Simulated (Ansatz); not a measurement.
# Stretching the linear Sn chain, part 2 of 2

Aim: how do moment and conductance of the linear Sn chain follow its length?

Ansatz 0.2.0; DFT PBE, plane waves, PAW; relaxation of a chain's period (the session's first sound run).

So far, conductance of the lead as this run defines it (G₀): step 3 (the chain at a fixed length, period over the relaxed period …) 3.00.

**4. The chain at a fixed length, period over the relaxed period 0.92, k-mesh 1×1×32**

Level of this step: DFT PBE, plane waves, PAW; channels and complex bands of a perfect chain (Ansatz).

The period is set to 0.92 times the relaxed one: shorter bonds widen the bands.

The cell differs from the one that the last finished run ended in (c 2.453 → 2.564 Å).

Input file input.yaml:

```yaml
crystal:
  lattice:
    - [7.5, 0.0, 0.0]
    - [0.0, 7.5, 0.0]
    - [0.0, 0.0, 2.5644489863]
  atoms:
    - { symbol: Sn, position: [0.5, 0.5, 0.0], spin: 0.5 }
magnetization:
  spin_polarized: true
kpoints:
  mp_grid: { grid: [1, 1, 32] }
scf:
  occupations: { method: fermi_dirac, width: 0.05 }
hamiltonian:
  xc: pbe
output:
  transmission:
    e_range: [-2, 2]
    de: 0.035
    kmesh: [1, 1]
    reduced_basis: true
    leads: [[0, 0]]
  stress: true
```

The run is started by

```bash
> ansatz run input.yaml --threads 4 --pin off --max-ram 8192MiB --backend cpu --events-out ev --progress --plain --runs-dir out
```

Numbers of over 12 decimals in the logs are rounded to 6 here.

The program printed:

```text
[...]
Crystal: 1 atoms, lattice volume = 144.250 Å³
Basis set: ecut = 420 eV, 2849 PW (Γ)
Bands: 12, of which v1, the nominal top of the filled ones, is band 7 counted from 1 (6 counted from 0)
Symmetry: 16 space group operations
[...]
k-points: 17 of 32
[...]
Starting moments: Σ|m| = 0.5 μB on 1 of 1 site
[...]
--- Transmission ---
  basis      : 497 plane waves across, 4 finite elements along
  points     : 1, standing for a mesh of 1 x 1
[...]
crystal 0  : Sn1, at the sites [0, 0], period 2.5644 Å: whole cells are its period
[...]
filled         : 52.5 meV over the level at which it is neutral
    channels       : 3.000000e0 up, 3.000000e0 down
[...]
[key lines of the parts left out:]
SCF converged after 14 iterations
Magnetization: 0.0000 μB (7.0000 up, 7.0000 down)
Free energy (F): -6022.707682 eV
Fermi energy:    -1.572867 eV
P = ⅓ Tr σ = 1.4778 GPa (14.778 kbar)
```

Run time: 27 s. Hardware: 4 threads of Arm Neoverse V1, shared host; peak memory 0.51 GiB; 90 s of CPU time.

At the computed energy nearest the Fermi level there are 3 spin-up and 3 spin-down channels, and the thermal average gives 3.00 G₀.

**5. The chain at a fixed length, period over the relaxed period 0.96, k-mesh 1×1×30**

The period is set to 0.96 times the relaxed one: shorter bonds widen the bands.

The cell differs from the one that the last finished run ended in (c 2.564 → 2.676 Å).

Changes to input.yaml since step 4:

```diff
@@ -4,3 +4,3 @@
     - [0.0, 7.5, 0.0]
-    - [0.0, 0.0, 2.5644489863]
+    - [0.0, 0.0, 2.6759467683]
   atoms:
@@ -10,3 +10,3 @@
 kpoints:
-  mp_grid: { grid: [1, 1, 32] }
+  mp_grid: { grid: [1, 1, 30] }
 scf:
```

The program printed:

```text
[...]
Crystal: 1 atoms, lattice volume = 150.522 Å³
Basis set: ecut = 420 eV, 3009 PW (Γ)
Bands: 12, of which v1, the nominal top of the filled ones, is band 7 counted from 1 (6 counted from 0)
Symmetry: 16 space group operations
[...]
k-points: 16 of 30
[...]
Starting moments: Σ|m| = 0.5 μB on 1 of 1 site
[...]
--- Transmission ---
  basis      : 497 plane waves across, 4 finite elements along
  points     : 1, standing for a mesh of 1 x 1
[...]
crystal 0  : Sn1, at the sites [0, 0], period 2.6759 Å: whole cells are its period
[...]
filled         : 20.6 meV under the level at which it is neutral
    channels       : 3.000000e0 up, 3.000000e0 down
[...]
[key lines of the parts left out:]
SCF converged after 14 iterations
Magnetization: 0.0000 μB (7.0000 up, 7.0000 down)
Free energy (F): -6022.815204 eV
Fermi energy:    -1.679251 eV
P = ⅓ Tr σ = 0.8087 GPa (8.087 kbar)
```

Run time: 22 s. Hardware: 4 threads; peak memory 0.49 GiB.

At the computed energy nearest the Fermi level there are 3 spin-up and 3 spin-down channels, and the thermal average gives 3.00 G₀.

**6. The chain at a fixed length, period over the relaxed period 1, k-mesh 1×1×29**

The period is set to 1.0 times the relaxed one, as the point of reference.

Changes to input.yaml since step 5:

```diff
@@ -4,3 +4,3 @@
     - [0.0, 7.5, 0.0]
-    - [0.0, 0.0, 2.6759467683]
+    - [0.0, 0.0, 2.7874445503]
   atoms:
@@ -10,3 +10,3 @@
 kpoints:
-  mp_grid: { grid: [1, 1, 30] }
+  mp_grid: { grid: [1, 1, 29] }
 scf:
```

The program printed:

```text
[...]
Crystal: 1 atoms, lattice volume = 156.794 Å³
Basis set: ecut = 420 eV, 3129 PW (Γ)
Bands: 12, of which v1, the nominal top of the filled ones, is band 7 counted from 1 (6 counted from 0)
Symmetry: 16 space group operations
[...]
k-points: 15 of 29
[...]
Starting moments: Σ|m| = 0.5 μB on 1 of 1 site
[...]
--- Transmission ---
  basis      : 497 plane waves across, 4 finite elements along
  points     : 1, standing for a mesh of 1 x 1
[...]
crystal 0  : Sn1, at the sites [0, 0], period 2.7874 Å: whole cells are its period
[...]
filled         : 9.5 meV over the level at which it is neutral
    channels       : 3.000000e0 up, 3.000000e0 down
[...]
[key lines of the parts left out:]
SCF converged after 14 iterations
Magnetization: -0.0000 μB (7.0000 up, 7.0000 down)
Free energy (F): -6022.831583 eV
Fermi energy:    -1.732830 eV
P = ⅓ Tr σ = 0.0385 GPa (0.385 kbar)
```

Run time: 21 s. Hardware: 4 threads; peak memory 0.46 GiB; 72 s of CPU time.

Open channels of the lead against energy, zero at the Fermi level:

| energy (eV) | spin up | spin down |
| --- | --- | --- |
| -2.00 | 1 | 1 |
| -1.90 | 1 | 1 |
| -1.79 | 1 | 1 |
| -1.69 | 1 | 1 |
| -1.58 | 1 | 1 |
| -1.48 | 1 | 1 |
| -1.37 | 1 | 1 |
| -1.23 | 1 | 1 |
| -1.12 | 1 | 1 |
| -1.02 | 1 | 1 |
| -0.92 | 1 | 1 |
| -0.81 | 1 | 1 |
| -0.70 | 3 | 3 |
| -0.60 | 3 | 3 |
| -0.49 | 3 | 3 |
| -0.39 | 3 | 3 |
| -0.28 | 3 | 3 |
| -0.18 | 3 | 3 |
| -0.07 | 3 | 3 |
| -0.01 | 3 | 3 |
| 0.07 | 3 | 3 |
| 0.17 | 3 | 3 |
| 0.28 | 3 | 3 |
| 0.38 | 3 | 3 |
| 0.48 | 3 | 3 |
| 0.59 | 3 | 3 |
| 0.69 | 3 | 3 |
| 0.80 | 3 | 3 |
| 0.91 | 3 | 3 |
| 1.01 | 3 | 3 |
| 1.11 | 3 | 3 |
| 1.22 | 3 | 3 |
| 1.36 | 3 | 3 |
| 1.47 | 3 | 3 |
| 1.57 | 3 | 3 |
| 1.68 | 3 | 3 |
| 1.78 | 3 | 3 |
| 1.89 | 3 | 3 |
| 1.99 | 3 | 3 |

At the computed energy nearest the Fermi level there are 3 spin-up and 3 spin-down channels, and the thermal average gives 3.00 G₀.

**7. The chain at a fixed length, period over the relaxed period 1.04, k-mesh 1×1×28**

The period is set to 1.04 times the relaxed one: longer bonds narrow the bands.

The cell differs from the one that the last finished run ended in (c 2.787 → 2.899 Å).

Changes to input.yaml since step 6:

```diff
@@ -4,3 +4,3 @@
     - [0.0, 7.5, 0.0]
-    - [0.0, 0.0, 2.7874445503]
+    - [0.0, 0.0, 2.8989423323]
   atoms:
@@ -10,3 +10,3 @@
 kpoints:
-  mp_grid: { grid: [1, 1, 29] }
+  mp_grid: { grid: [1, 1, 28] }
 scf:
```

The program printed:

```text
[...]
Crystal: 1 atoms, lattice volume = 163.066 Å³
Basis set: ecut = 420 eV, 3185 PW (Γ)
Bands: 12, of which v1, the nominal top of the filled ones, is band 7 counted from 1 (6 counted from 0)
Symmetry: 16 space group operations
[...]
k-points: 15 of 28
[...]
Starting moments: Σ|m| = 0.5 μB on 1 of 1 site
[...]
--- Transmission ---
  basis      : 497 plane waves across, 4 finite elements along
  points     : 1, standing for a mesh of 1 x 1
[...]
crystal 0  : Sn1, at the sites [0, 0], period 2.8989 Å: whole cells are its period
[...]
filled         : 17.9 meV over the level at which it is neutral
    channels       : 3.000000e0 up, 3.000000e0 down
[...]
[key lines of the parts left out:]
SCF converged after 14 iterations
Magnetization: -0.0000 μB (7.0000 up, 7.0000 down)
Free energy (F): -6022.798047 eV
Fermi energy:    -1.784002 eV
P = ⅓ Tr σ = -0.4672 GPa (-4.672 kbar)
```

Run time: 14 s. Hardware: 4 threads; peak memory 0.41 GiB; 50 s of CPU time.

At the computed energy nearest the Fermi level there are 3 spin-up and 3 spin-down channels, and the thermal average gives 3.00 G₀. The change of length costs 0.033 eV a cell and leaves no moment.

**8. The chain at a fixed length, period over the relaxed period 1.08, k-mesh 1×1×27**

The period is set to 1.08 times the relaxed one: longer bonds narrow the bands.

The cell differs from the one that the last finished run ended in (c 2.899 → 3.010 Å).

Changes to input.yaml since step 7:

```diff
@@ -4,3 +4,3 @@
     - [0.0, 7.5, 0.0]
-    - [0.0, 0.0, 2.8989423323]
+    - [0.0, 0.0, 3.0104401143]
   atoms:
@@ -10,3 +10,3 @@
 kpoints:
-  mp_grid: { grid: [1, 1, 28] }
+  mp_grid: { grid: [1, 1, 27] }
 scf:
```

The program printed:

```text
[...]
Crystal: 1 atoms, lattice volume = 169.337 Å³
Basis set: ecut = 420 eV, 3315 PW (Γ)
Bands: 12, of which v1, the nominal top of the filled ones, is band 7 counted from 1 (6 counted from 0)
Symmetry: 16 space group operations
[...]
k-points: 14 of 27
[...]
Starting moments: Σ|m| = 0.5 μB on 1 of 1 site
[...]
--- Transmission ---
  basis      : 497 plane waves across, 4 finite elements along
  points     : 1, standing for a mesh of 1 x 1
[...]
crystal 0  : Sn1, at the sites [0, 0], period 3.0104 Å: whole cells are its period
[...]
filled         : 3.8 meV under the level at which it is neutral
    channels       : 3.000000e0 up, 3.000000e0 down
[...]
[key lines of the parts left out:]
SCF converged after 14 iterations
Magnetization: -0.0000 μB (7.0000 up, 7.0000 down)
Free energy (F): -6022.720703 eV
Fermi energy:    -1.795971 eV
P = ⅓ Tr σ = -0.6140 GPa (-6.140 kbar)
```

Elapsed: 15 s, on 4 threads; peak memory 0.42 GiB.

At the computed energy nearest the Fermi level there are 3 spin-up and 3 spin-down channels, and the thermal average gives 3.00 G₀. The change of length costs 0.111 eV a cell and leaves no moment.

**9. At a set period, period over the relaxed period 1.13, k-mesh 1×1×26**

The period is set to 1.13 times the relaxed one: longer bonds narrow the bands.

The cell differs from the one that the last finished run ended in (c 3.010 → 3.150 Å).

Changes to input.yaml since step 8:

```diff
@@ -4,3 +4,3 @@
     - [0.0, 7.5, 0.0]
-    - [0.0, 0.0, 3.0104401143]
+    - [0.0, 0.0, 3.1498123418]
   atoms:
@@ -10,3 +10,3 @@
 kpoints:
-  mp_grid: { grid: [1, 1, 27] }
+  mp_grid: { grid: [1, 1, 26] }
 scf:
```

The program printed:

```text
[...]
Crystal: 1 atoms, lattice volume = 177.177 Å³
Basis set: ecut = 420 eV, 3499 PW (Γ)
Bands: 12, of which v1, the nominal top of the filled ones, is band 7 counted from 1 (6 counted from 0)
Symmetry: 16 space group operations
[...]
k-points: 14 of 26
[...]
Starting moments: Σ|m| = 0.5 μB on 1 of 1 site
[...]
--- Transmission ---
  basis      : 497 plane waves across, 4 finite elements along
  points     : 1, standing for a mesh of 1 x 1
[...]
crystal 0  : Sn1, at the sites [0, 0], period 3.1498 Å: whole cells are its period
[...]
filled         : 8.8 meV under the level at which it is neutral
    channels       : 3.000000e0 up, 3.000000e0 down
[...]
[key lines of the parts left out:]
SCF converged after 15 iterations
Magnetization: -0.0000 μB (7.0000 up, 7.0000 down)
Free energy (F): -6022.578700 eV
Fermi energy:    -1.828430 eV
P = ⅓ Tr σ = -0.8154 GPa (-8.154 kbar)
```

Elapsed: 15 s, on 4 threads; peak memory 0.41 GiB; 54 s of CPU time.

At the computed energy nearest the Fermi level there are 3 spin-up and 3 spin-down channels, and the thermal average gives 3.00 G₀. The change of length costs 0.256 eV a cell and leaves no moment.

**10. At a set period, period over the relaxed period 1.2, k-mesh 1×1×24**

The period is set to 1.2 times the relaxed one: longer bonds narrow the bands.

The cell differs from the one that the last finished run ended in (c 3.150 → 3.345 Å).

Changes to input.yaml since step 9:

```diff
@@ -4,3 +4,3 @@
     - [0.0, 7.5, 0.0]
-    - [0.0, 0.0, 3.1498123418]
+    - [0.0, 0.0, 3.3449334603]
   atoms:
@@ -10,3 +10,3 @@
 kpoints:
-  mp_grid: { grid: [1, 1, 26] }
+  mp_grid: { grid: [1, 1, 24] }
 scf:
```

The program printed:

```text
[...]
Crystal: 1 atoms, lattice volume = 188.153 Å³
Basis set: ecut = 420 eV, 3691 PW (Γ)
Bands: 12, of which v1, the nominal top of the filled ones, is band 7 counted from 1 (6 counted from 0)
Symmetry: 16 space group operations
[...]
k-points: 13 of 24
[...]
Starting moments: Σ|m| = 0.5 μB on 1 of 1 site
[...]
--- Transmission ---
  basis      : 497 plane waves across, 5 finite elements along
  points     : 1, standing for a mesh of 1 x 1
[...]
crystal 0  : Sn1, at the sites [0, 0], period 3.3449 Å: whole cells are its period
[...]
filled         : 9.2 meV under the level at which it is neutral
    channels       : 3.000000e0 up, 3.000000e0 down
[...]
[key lines of the parts left out:]
SCF converged after 19 iterations
Magnetization: 0.0004 μB (7.0002 up, 6.9998 down)
Free energy (F): -6022.359907 eV
Fermi energy:    -1.856179 eV
P = ⅓ Tr σ = -0.9349 GPa (-9.349 kbar)
```

It took 20 s on 4 threads; peak memory 0.43 GiB; 69 s of CPU time.

At the computed energy nearest the Fermi level there are 3 spin-up and 3 spin-down channels, and the thermal average gives 3.00 G₀. The change of length costs 0.477 eV a cell and leaves no moment.

**11. At a set period, period over the relaxed period 1.3, k-mesh 1×1×23**

The period is set to 1.3 times the relaxed one: longer bonds narrow the bands.

The cell differs from the one that the last finished run ended in (c 3.345 → 3.624 Å).

Changes to input.yaml since step 10:

```diff
@@ -4,3 +4,3 @@
     - [0.0, 7.5, 0.0]
-    - [0.0, 0.0, 3.3449334603]
+    - [0.0, 0.0, 3.6236779154]
   atoms:
@@ -10,3 +10,3 @@
 kpoints:
-  mp_grid: { grid: [1, 1, 24] }
+  mp_grid: { grid: [1, 1, 23] }
 scf:
```

The program printed:

```text
[...]
Crystal: 1 atoms, lattice volume = 203.832 Å³
Basis set: ecut = 420 eV, 3949 PW (Γ)
Bands: 12, of which v1, the nominal top of the filled ones, is band 7 counted from 1 (6 counted from 0)
Symmetry: 16 space group operations
[...]
k-points: 12 of 23
[...]
Starting moments: Σ|m| = 0.5 μB on 1 of 1 site
[...]
--- Transmission ---
  basis      : 497 plane waves across, 5 finite elements along
  points     : 1, standing for a mesh of 1 x 1
[...]
crystal 0  : Sn1, at the sites [0, 0], period 3.6237 Å: whole cells are its period
[...]
filled         : 5.9 meV under the level at which it is neutral
    channels       : 3.000000e0 up, 1.000000e0 down
[...]
[key lines of the parts left out:]
SCF converged after 23 iterations
Magnetization: 1.2948 μB (7.6474 up, 6.3526 down)
Free energy (F): -6022.081425 eV
Fermi energy:    -1.737045 eV
P = ⅓ Tr σ = -0.7302 GPa (-7.302 kbar)
```

Elapsed: 21 s, on 4 threads; peak memory 0.44 GiB; 74 s of CPU time.

Table of open channels of the lead by energy, zero at the Fermi level:

| energy (eV) | spin up | spin down |
| --- | --- | --- |
| -2.000 | 0 | 0 |
| -1.790 | 1 | 0 |
| -1.615 | 1 | 0 |
| -1.405 | 1 | 0 |
| -1.195 | 1 | 1 |
| -0.985 | 1 | 1 |
| -0.810 | 1 | 1 |
| -0.600 | 3 | 1 |
| -0.390 | 3 | 1 |
| -0.215 | 3 | 1 |
| -0.005 | 3 | 1 |
| 0.205 | 3 | 3 |
| 0.415 | 3 | 3 |
| 0.590 | 3 | 3 |
| 0.800 | 1 | 3 |
| 1.010 | 1 | 3 |
| 1.185 | 1 | 3 |
| 1.395 | 1 | 3 |
| 1.605 | 1 | 3 |
| 1.815 | 1 | 1 |

At the computed energy nearest the Fermi level there are 3 spin-up and 1 spin-down channels, and the thermal average gives 2.00 G₀. The change of length costs 0.749 eV a cell and leaves an absolute moment of 1.30 μB a cell.

Between step 3 and this run (period over the relaxed period 1.3 and k-mesh 1×1×23) the value for the conductance of the lead as this run defines it moves from 3.00 G₀ to 2.00 G₀ (-33 %).

**12. The series together**

Times are for 4 threads of Arm Neoverse V1, shared host. The series side by side:

| no. | period over the relaxed period | conductance of the lead as this run defines it (G₀) | absolute moment (μB) | energy at zero smearing less the lowest (eV) | time | memory (GiB) |
| --- | --- | --- | --- | --- | --- | --- |
| 1 | 0.88 | 3.000 | 0 | 0.3588 | 27 s | 0.5 |
| 2 | 0.92 | 3.000 | 0 | 0.1228 | 27 s | 0.51 |
| 3 | 0.96 | 3.000 | 0 | 0.01588 | 22 s | 0.49 |
| 4 | 1 | 3.000 | 0 | 0 | 21 s | 0.46 |
| 5 | 1.04 | 3.000 | 0 | 0.03306 | 14 s | 0.41 |
| 6 | 1.08 | 3.000 | 0 | 0.1111 | 15 s | 0.42 |
| 7 | 1.13 | 3.000 | 0 | 0.2560 | 15 s | 0.41 |
| 8 | 1.2 | 3.000 | 0 | 0.4771 | 20 s | 0.43 |
| 9 | 1.3 | 2.001 | 1.302 | 0.7493 | 21 s | 0.44 |

**13. A repeat with changed settings**

This step: DFT PBE, plane waves, PAW; channels and complex bands of a perfect chain; changed: output.transmission.leads = [[0, 0], [1, 0]], scf.max_iter = 60 (Ansatz 0.2.0).

The input of the run at the relaxed period is made doubtful on purpose.

Input file input.yaml:

```yaml
crystal:
  lattice:
    - [7.5, 0.0, 0.0]
    - [0.0, 7.5, 0.0]
    - [0.0, 0.0, 2.7874445503]
  atoms:
    - { symbol: Sn, position: [0.5, 0.5, 0.0], spin: 0.5 }
magnetization:
  spin_polarized: true
kpoints:
  mp_grid: { grid: [1, 1, 29] }
scf:
  occupations: { method: fermi_dirac, width: 0.05 }
  max_iter: 60
hamiltonian:
  xc: pbe
output:
  transmission:
    e_range: [-2, 2]
    de: 0.035
    kmesh: [1, 1]
    reduced_basis: true
    leads: [[0, 0], [1, 0]]
  stress: true
```

The program printed:

```text
Error: inconsistent input (output.transmission.leads, crystal): the lead [1, 0] names a site that the cell does not have: it has 1, counted from 0.
List the leads and leave barriers out. Name each by two sites of one ion a step apart, counted from 0. A search, which can't tell a lead from a barrier or a film with its gap, finds:
  [0, 0]  Sn1, period 2.7874 Å from a height of 2.09 Å
```

Run time: 0.04 s. Hardware: 4 threads; peak memory 0.07 GiB.

The input was rejected at the start.

The program's message: “Error: inconsistent input (output.transmission.leads, crystal): the lead [1, 0] names a site that the cell does not have: it has 1, counted from 0.”

The change that led to it: output.transmission.leads = [[0, 0], [1, 0]].

**14. Summary of results**

| Quantity | Value |
| --- | --- |
| relaxed cell length | 2.787 Å |
| conductance at period × 0.88 | 3.00 G₀ |
| conductance at period × 1.0 | 3.00 G₀ |
| conductance at period × 1.13 | 3.00 G₀ |
| conductance at period × 1.3 | 2.00 G₀ |
| absolute moment at period × 0.88 | 0 μB |
| absolute moment at period × 1.0 | 0 μB |
| absolute moment at period × 1.3 | 1.30 μB |

In words: In these runs no moment survives at the shortest period, and one is present from a factor of 1.3 on: longer bonds narrow the bands, which favours exchange splitting. The conductance goes from 3.00 G₀ at the shortest period to 2.00 G₀ at the longest, while the magnetic state changes too. Transport is coherent and elastic here: the atoms are frozen, so scattering by vibrations plays no part. No search over magnetic orders was made; another may lie lower. For the perfect chain only parallel moments were started; its antiparallel and spiral orders were not tested. The lead's cell of one atom keeps the chain straight and evenly spaced; a zigzag or dimerised form may lie lower.

[Logs are printed without paths, hosts, clocks, repeated set-up lines and the standing remarks that a program may print on its own settings, such as how far it seeks lower states.]

[Hosts, paths, dates, database ids (printed as entryN), source tags and the programs' standing remarks are cut or masked in the printed files.]
